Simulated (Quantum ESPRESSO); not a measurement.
# H on hollow sites of Ta(110), stepped through the coverage, part 3 of 10

Wanted: a table for H on hollow sites of Ta(110) against the coverage, and what can be fitted to it.

Quantum ESPRESSO 7.5; plane-wave DFT, PBE, GBRV ultrasoft pseudopotentials.

So far. Step 2 (Variable-cell relaxation of the reference):  The last row is no step: it is a fresh SCF in the final cell with a new plane-wave basis, -0 meV from the row before. Step 4 (Relaxing the ions of the reference): The relaxation lowers the energy by 1 meV an atom.

## Step 5: Relaxation with pw.x, 0 ML

What the set-up leaves free in this member is relaxed.

System of this step: Ta(110), 3 layers, 1 sites a cell. The cell holds 3 atoms: 3 Ta. Its edges and angles: a = 2.872 Å, b = 2.872 Å, c = 18.719 Å, α = 90.0°, β = 90.0°, γ = 70.5°. It derives from Ta. Vacuum lies along c.

Input file m0.relax.in:

```
&control
  prefix = 'm0.relax'
  outdir = './out'
  pseudo_dir = './pseudo'
  nstep = 70
  forc_conv_thr = 0.0015
  calculation = 'relax'
/
&system
  ibrav = 0
  nat = 3
  ntyp = 1
  ecutwfc = 40
  ecutrho = 200
  occupations = 'smearing'
  smearing = 'mv'
  degauss = 0.02
/
&electrons
  conv_thr = 1e-07
  mixing_beta = 0.3
  electron_maxstep = 120
  mixing_mode = 'local-TF'
/
&ions
/
ATOMIC_SPECIES
  Ta  180.9479  ta_pbe_v1.uspp.F.UPF
CELL_PARAMETERS angstrom
  2.34523629121088 -1.65833248500000 0.00000000000000
  2.34523629121088 1.65833248500000 0.00000000000000
  0.00000000000000 0.00000000000000 18.71866278785982
ATOMIC_POSITIONS crystal
  Ta  0.000000000000 0.000000000000 0.374711333935
  Ta  0.500000000000 0.500000000000 0.500000000000 0 0 0
  Ta  0.000000000000 0.000000000000 0.625288666065
K_POINTS automatic
  8 8 1 0 0 0
```

Command:

```bash
$ OMP_NUM_THREADS=1 mpirun -n 16 pw.x -nk 4 -in m0.relax.in > m0.relax.out
```

The program printed:

```text
[banner, memory and clock lines left out]
Program PWSCF v.7.5 starts

          URL

     Message from routine setup:
     using ibrav=0 with symmetry is DISCOURAGED, use correct ibrav instead

     bravais-lattice index     =            0
     lattice parameter (alat)  =       5.4279  a.u.
     unit-cell volume          =     982.5612 (a.u.)^3
     number of atoms/cell      =            3
     number of atomic types    =            1
     number of electrons       =        39.00
     number of Kohn-Sham states=           24
     kinetic-energy cutoff     =      40.0000  Ry
     charge density cutoff     =     200.0000  Ry
     scf convergence threshold =      1.0E-07
     mixing beta               =       0.3000
     number of iterations used =            8  local-TF  mixing
     energy convergence thresh.=      1.0E-04
     force convergence thresh. =      1.5E-03
     Exchange-correlation= SLA  PW   PBE  PBE
                           (   1   4   3   4   0   0   0)
     nstep                     =           70

     celldm(1)=   5.427891  celldm(2)=   0.000000  celldm(3)=   0.000000
     celldm(4)=   0.000000  celldm(5)=   0.000000  celldm(6)=   0.000000

     crystal axes: (cart. coord. in units of alat)
               a(1) = (   0.816497  -0.577350   0.000000 )
               a(2) = (   0.816497   0.577350   0.000000 )
               a(3) = (   0.000000   0.000000   6.516923 )

     reciprocal axes: (cart. coord. in units 2 pi/alat)
               b(1) = (  0.612372 -0.866025  0.000000 )
               b(2) = (  0.612372  0.866025 -0.000000 )
               b(3) = ( -0.000000  0.000000  0.153447 )

     PseudoPot. # 1 for Ta read from file:
     ./pseudo/ta_pbe_v1.uspp.F.UPF
     Pseudo is Ultrasoft + core correction, Zval = 13.0
     Generated by new atomic code, or converted to UPF format
     Using radial grid of  921 points,  7 beta functions with:
                l(1) =   0
                l(2) =   0
                l(3) =   1
                l(4) =   1
                l(5) =   2
                l(6) =   2
                l(7) =   3
     Q(r) pseudized with  6 coefficients,  rinner =    1.300   1.300   1.300
                                                       1.300   1.300   1.300
                                                       1.300

     atomic species   valence    mass     pseudopotential
     Ta               13.00   180.94790     Ta( 1.00)

      8 Sym. Ops., with inversion, found

   Cartesian axes

     site n.     atom                  positions (alat units)
         1        Ta     tau(   1) = (   0.0000000   0.0000000   2.4419649  )
         2        Ta     tau(   2) = (   0.8164966   0.0000000   3.2584615  )
         3        Ta     tau(   3) = (   0.0000000   0.0000000   4.0749580  )

     number of k points=    21  Marzari-Vanderbilt smearing, width (Ry)=  0.0200
                       cart. coord. in units 2pi/alat
        k(    1) = (   0.0000000   0.0000000   0.0000000), wk =   0.0312500
        k(    2) = (   0.0765466   0.1082532   0.0000000), wk =   0.1250000
        k(    3) = (   0.1530931   0.2165064   0.0000000), wk =   0.1250000
        k(    4) = (   0.2296397   0.3247595   0.0000000), wk =   0.1250000
        k(    5) = (  -0.3061862  -0.4330127   0.0000000), wk =   0.0625000
        k(    6) = (   0.1530931   0.0000000   0.0000000), wk =   0.0625000
        k(    7) = (   0.2296397   0.1082532   0.0000000), wk =   0.1250000
        k(    8) = (   0.3061862   0.2165064   0.0000000), wk =   0.1250000
        k(    9) = (  -0.2296397  -0.5412659   0.0000000), wk =   0.1250000
        k(   10) = (  -0.1530931  -0.4330127   0.0000000), wk =   0.1250000
        k(   11) = (  -0.0765466  -0.3247595   0.0000000), wk =   0.1250000
        k(   12) = (   0.0000000  -0.2165064   0.0000000), wk =   0.0625000
        k(   13) = (   0.3061862   0.0000000   0.0000000), wk =   0.0625000
        k(   14) = (   0.3827328   0.1082532   0.0000000), wk =   0.1250000
        k(   15) = (  -0.1530931  -0.6495191   0.0000000), wk =   0.1250000
        k(   16) = (  -0.0765466  -0.5412659   0.0000000), wk =   0.1250000
        k(   17) = (   0.0000000  -0.4330127   0.0000000), wk =   0.0625000
        k(   18) = (   0.4592793   0.0000000   0.0000000), wk =   0.0625000
        k(   19) = (  -0.0765466  -0.7577722   0.0000000), wk =   0.1250000
        k(   20) = (   0.0000000  -0.6495191   0.0000000), wk =   0.0625000
        k(   21) = (  -0.6123724   0.0000000   0.0000000), wk =   0.0312500

     Dense  grid:    46971 G-vectors     FFT dimensions: (  25,  25, 160)

     Smooth grid:    33507 G-vectors     FFT dimensions: (  24,  24, 144)

     Initial potential from superposition of free atoms

     starting charge      38.9967, renormalised to      39.0000

     negative rho (up, down):  2.823E-01 0.000E+00
     Starting wfcs are   39 randomized atomic wfcs

     per-process dynamical memory:    18.1 Mb

     Self-consistent Calculation

     iteration #  1     ecut=    40.00 Ry     beta= 0.30
     Davidson diagonalization with overlap
     ethr =  1.00E-02,  avg # of iterations =  2.0

     negative rho (up, down):  2.838E-01 0.000E+00

     total energy              =    -425.53771628 Ry
     estimated scf accuracy    <       1.32627883 Ry

     iteration #  2     ecut=    40.00 Ry     beta= 0.30
     Davidson diagonalization with overlap
     ethr =  3.40E-03,  avg # of iterations =  1.0

     negative rho (up, down):  2.898E-01 0.000E+00

     total energy              =    -425.36784292 Ry
     estimated scf accuracy    <       0.82570147 Ry

     iteration #  3     ecut=    40.00 Ry     beta= 0.30
     Davidson diagonalization with overlap
     ethr =  2.12E-03,  avg # of iterations =  2.3

     negative rho (up, down):  2.867E-01 0.000E+00

     total energy              =    -425.41739935 Ry
     estimated scf accuracy    <       0.30418366 Ry

     iteration #  4     ecut=    40.00 Ry     beta= 0.30
     Davidson diagonalization with overlap
     ethr =  7.80E-04,  avg # of iterations =  2.1

     negative rho (up, down):  2.907E-01 0.000E+00

     total energy              =    -425.47435300 Ry
     estimated scf accuracy    <       0.46186205 Ry

     iteration #  5     ecut=    40.00 Ry     beta= 0.30
     Davidson diagonalization with overlap
     ethr =  7.80E-04,  avg # of iterations =  1.0

     negative rho (up, down):  2.908E-01 0.000E+00

     total energy              =    -425.46723246 Ry
     estimated scf accuracy    <       0.26736622 Ry

     iteration #  6     ecut=    40.00 Ry     beta= 0.30
     Davidson diagonalization with overlap
[...]
negative rho (up, down):  2.870E-01 0.000E+00

     End of self-consistent calculation

          k = 0.0000 0.0000 0.0000 (  4253 PWs)   bands (ev):

   -63.4305 -63.4233 -63.0775 -30.3402 -30.0310 -29.6104 -29.5392 -29.3497
   -29.3497 -29.3408 -29.1524 -29.1207  -3.2101  -1.5020  -0.4441   2.5864
     3.3825   3.7432   3.8627   4.4296   4.7290   5.1694   5.3456   7.3167

          k = 0.0765 0.1083 0.0000 (  4223 PWs)   bands (ev):

   -63.4216 -63.4154 -63.0705 -30.3030 -30.0431 -29.6668 -29.6528 -29.4098
   -29.4015 -29.3126 -29.2454 -29.1432  -2.7231  -1.0372   0.0531   2.6457
     3.4001   3.5879   3.7069   4.2824   4.7753   4.8814   5.4070   7.0382

          k = 0.1531 0.2165 0.0000 (  4213 PWs)   bands (ev):

   -63.4000 -63.3963 -63.0538 -30.2242 -30.1020 -29.9054 -29.8859 -29.5133
   -29.4795 -29.4289 -29.2947 -29.1512  -1.5047  -0.0890   1.0480   2.6282
     3.2127   3.4940   3.5008   3.7052   3.8158   5.9366   6.0710   7.1184

          k = 0.2296 0.3248 0.0000 (  4207 PWs)   bands (ev):

   -63.3783 -63.3772 -63.0370 -30.2927 -30.2221 -30.1447 -29.9796 -29.6477
   -29.5593 -29.4631 -29.2943 -29.1525  -0.3122   0.2612   1.1652   2.7625
     2.8405   3.0424   3.4893   4.1561   4.5609   6.7524   7.2624   7.3471

          k =-0.3062-0.4330 0.0000 (  4190 PWs)   bands (ev):

   -63.3693 -63.3692 -63.0301 -30.3834 -30.2829 -30.2628 -29.9295 -29.6855
   -29.6041 -29.4675 -29.2975 -29.1519   0.0550   0.2174   1.0896   2.6457
     2.6853   2.7462   3.8849   4.6592   5.7159   6.7502   7.5683   7.7167

          k = 0.1531 0.0000 0.0000 (  4249 PWs)   bands (ev):

   -63.4163 -63.4096 -63.0641 -30.2997 -30.0124 -29.6720 -29.5979 -29.5116
   -29.4987 -29.3182 -29.2615 -29.2093  -2.5484  -0.8568   0.1748   3.2493
     3.6912   3.9523   3.9706   4.2968   4.6578   4.8886   5.0578   5.9909

          k = 0.2296 0.1083 0.0000 (  4227 PWs)   bands (ev):

   -63.3973 -63.3920 -63.0476 -30.2378 -30.0295 -29.8498 -29.8398 -29.6082
   -29.5394 -29.4474 -29.3138 -29.2230  -1.5612  -0.0002   1.0711   2.8356
     3.3092   3.5952   3.7870   4.1722   4.1847   5.1253   5.9142   6.2696

          k = 0.3062 0.2165 0.0000 (  4212 PWs)   bands (ev):

   -63.3757 -63.3728 -63.0308 -30.2431 -30.1562 -30.0999 -30.0123 -29.6985
   -29.5832 -29.5245 -29.3150 -29.2299  -0.2405   0.6141   1.8401   2.6101
     2.8703   3.0376   3.3895   3.5591   3.8343   5.9432   6.4910   7.1536

          k =-0.2296-0.5413 0.0000 (  4188 PWs)   bands (ev):

   -63.3640 -63.3634 -63.0235 -30.3471 -30.2548 -30.2304 -29.9448 -29.7203
   -29.6559 -29.5540 -29.3245 -29.2383   0.4428   0.6178   1.6522   2.5799
     2.7410   3.0831   3.6525   4.0318   4.6789   5.8939   6.6973   7.5744

          k =-0.1531-0.4330 0.0000 (  4192 PWs)   bands (ev):

   -63.3694 -63.3693 -63.0300 -30.2876 -30.2216 -30.1557 -29.9330 -29.6790
   -29.6722 -29.5732 -29.3257 -29.2498   0.2906   0.7107   1.5780   2.7170
     2.7232   3.1675   3.8838   4.4676   4.4691   5.8238   6.6491   7.7987

          k =-0.0765-0.3248 0.0000 (  4198 PWs)   bands (ev):

   -63.3885 -63.3870 -63.0465 -30.1750 -30.1434 -29.9402 -29.9140 -29.6092
   -29.5835 -29.4896 -29.3091 -29.2622  -0.6630   0.6383   1.7109   2.7205
     2.9831   3.1703   3.3416   3.7101   3.9872   5.7499   5.9435   7.0703

          k = 0.0000-0.2165 0.0000 (  4211 PWs)   bands (ev):

   -63.4101 -63.4061 -63.0632 -30.2400 -30.0858 -29.7802 -29.7201 -29.4889
   -29.4862 -29.2948 -29.2712 -29.2560  -1.9705  -0.3097   0.8982   2.4073
     3.0626   3.2908   3.3052   4.1585   4.3465   4.9758   6.1423   6.5799

          k = 0.3062 0.0000 0.0000 (  4207 PWs)   bands (ev):

   -63.3820 -63.3764 -63.0316 -30.2028 -29.9749 -29.8553 -29.8421 -29.8182
   -29.7373 -29.5708 -29.3440 -29.3089  -0.9652   0.5908   1.2717   2.6062
     2.9475   3.8733   4.0969   4.2115   5.0085   5.1918   5.9361   6.0508

          k = 0.3827 0.1083 0.0000 (  4201 PWs)   bands (ev):

   -63.3629 -63.3587 -63.0150 -30.1783 -30.1054 -30.0413 -30.0341 -29.8233
   -29.7612 -29.6902 -29.3864 -29.3110   0.0167   1.1053   1.5624   2.2131
     2.4519   3.0052   3.8876   4.2560   5.2580   5.4770   5.6894   6.9341

          k =-0.1531-0.6495 0.0000 (  4185 PWs)   bands (ev):

   -63.3513 -63.3492 -63.0076 -30.2645 -30.2193 -30.1496 -29.9950 -29.8381
   -29.8161 -29.7303 -29.3999 -29.3284   1.0372   1.2023   1.7581   2.4190
     2.4214   2.7731   3.8890   4.3102   4.5418   5.5540   5.9740   7.3300

          k =-0.0765-0.5413 0.0000 (  4179 PWs)   bands (ev):

   -63.3540 -63.3536 -63.0139 -30.2194 -30.1636 -30.1288 -29.9318 -29.8856
   -29.8699 -29.7128 -29.4038 -29.3496   1.1990   1.5031   2.3088   2.4000
     2.5341   3.3288   3.8666   4.3238   4.4310   4.8596   6.4800   7.6122

          k = 0.0000-0.4330 0.0000 (  4198 PWs)   bands (ev):

   -63.3694 -63.3693 -63.0300 -30.1521 -30.1440 -29.9317 -29.9287 -29.8446
   -29.8195 -29.5705 -29.3954 -29.3442   0.5422   1.6058   2.5208   2.5631
     2.7744   3.3155   3.3364   4.0156   4.2650   4.6925   6.5466   6.9623

          k = 0.4593 0.0000 0.0000 (  4163 PWs)   bands (ev):

   -63.3476 -63.3430 -62.9988 -30.2259 -30.1813 -30.0789 -29.9604 -29.9425
   -29.8732 -29.8281 -29.4751 -29.3013   0.1362   0.9175   0.9885   1.5220
     2.4775   3.2460   4.3739   5.1888   5.4945   6.1789   7.1250   7.4827

          k =-0.0765-0.7578 0.0000 (  4165 PWs)   bands (ev):

   -63.3386 -63.3350 -62.9917 -30.3012 -30.2450 -30.0611 -30.0564 -29.9233
   -29.9113 -29.8775 -29.4967 -29.3075   0.5475   0.9146   0.9358   1.6039
     2.4746   2.7963   4.8061   5.0122   5.7195   5.9838   7.4133   7.9038

          k = 0.0000-0.6495 0.0000 (  4190 PWs)   bands (ev):

   -63.3413 -63.3394 -62.9980 -30.2145 -30.1559 -30.1107 -30.0934 -29.9411
   -29.9103 -29.8758 -29.4730 -29.3312   1.2819   1.3167   1.4980   2.3242
     2.4150   2.6582   3.8538   4.9954   5.2260   5.3554   7.6037   7.9641

          k =-0.6124 0.0000 0.0000 (  4122 PWs)   bands (ev):

   -63.3333 -63.3292 -62.9851 -30.3697 -30.2952 -30.0495 -30.0180 -30.0004
   -29.9285 -29.8634 -29.5285 -29.2981   0.2180   0.5451   0.7139   1.1685
     2.4701   3.0026   5.3395   5.3678   5.9744   6.6700   7.0722   8.1976

     the Fermi energy is     4.1536 ev

!    total energy              =    -425.46669798 Ry
     estimated scf accuracy    <          5.1E-10 Ry
     smearing contrib. (-TS)   =       0.00139516 Ry
     internal energy E=F+TS    =    -425.46809314 Ry

     The total energy is F=E-TS. E is the sum of the following terms:
     one-electron contribution =   -1752.38257295 Ry
     hartree contribution      =     874.58334841 Ry
     xc contribution           =    -126.54176201 Ry
     ewald contribution        =     578.87289340 Ry

     convergence has been achieved in   8 iterations

     negative rho (up, down):  2.870E-01 0.000E+00

     Forces acting on atoms (cartesian axes, Ry/au):

     atom    1 type  1   force =     0.00000000    0.00000000    0.00002617
     atom    2 type  1   force =     0.00000000    0.00000000    0.00000000
     atom    3 type  1   force =     0.00000000    0.00000000   -0.00002617

     Total force =     0.000037     Total SCF correction =     0.000122
     SCF correction compared to forces is large: reduce conv_thr to get better values
     Energy error            =      2.7E-06 Ry
     Gradient error          =      2.6E-05 Ry/Bohr

     bfgs converged in   7 scf cycles and   6 bfgs steps
     (criteria: energy <  1.0E-04 Ry, force <  1.5E-03 Ry/Bohr)

     End of BFGS Geometry Optimization

     Final energy             =    -425.4666979782 Ry

     File ./out/m0.relax.bfgs deleted, as requested
Begin final coordinates

ATOMIC_POSITIONS (crystal)
Ta               0.0000000000        0.0000000000        0.3790700123
Ta               0.5000000000        0.5000000000        0.5000000000    0   0   0
Ta               0.0000000000        0.0000000000        0.6209299877
End final coordinates

     XML data file, charge density, pseudopotentials, collected wavefunctions

                                        0.00s GPU  (    1805 calls)
```

It took 27 s on 16 MPI ranks of Arm Neoverse V2, shared host; peak memory 1.1 GiB; 7.1 min of CPU time.

Relaxation path:

```tsv
step	energy less that of the first step (eV)	largest force (eV/Å)
1	0.0000	0.4803
2	-0.0090	0.4346
3	-0.0178	0.3727
4	-0.0285	0.2828
5	-0.0389	0.1353
6	-0.0416	0.0162
7	-0.0417	0.0007
```

The atoms that moved most (Å):

```tsv
atom	dx	dy	dz	length
Ta3	0.000	0.000	-0.082	0.082
Ta1	0.000	0.000	0.082	0.082
```

The relaxed structure:

```xyz
3
Lattice="2.3452 -1.6583 0.0000 2.3452 1.6583 0.0000 0.0000 0.0000 18.7187" Properties=species:S:1:pos:R:3
Ta    0.0000    0.0000    7.0957
Ta    2.3452    0.0000    9.3593
Ta    0.0000    0.0000   11.6230
```

The relaxation lowers the energy by 14 meV an atom. On the free atoms the largest force ends at 0.001 eV/Å.

This step gave:

```
free energy  : -5788.7693 eV
Fermi energy : 4.154 eV
```

(Continued in part 4 of 10.)

[Logs are printed without paths, hosts, clocks, repeated set-up lines and the standing remarks that a program may print on its own settings, such as how far it seeks lower states.]

[Hosts, paths, dates, database ids (printed as entryN), source tags and the programs' standing remarks are cut or masked in the printed files.]

[Maps of the electrostatic potential energy from Ansatz leave out the sawtooth potential of an applied field or a dipole correction, so their vacuum need not be flat; planar profiles and work functions include it.]
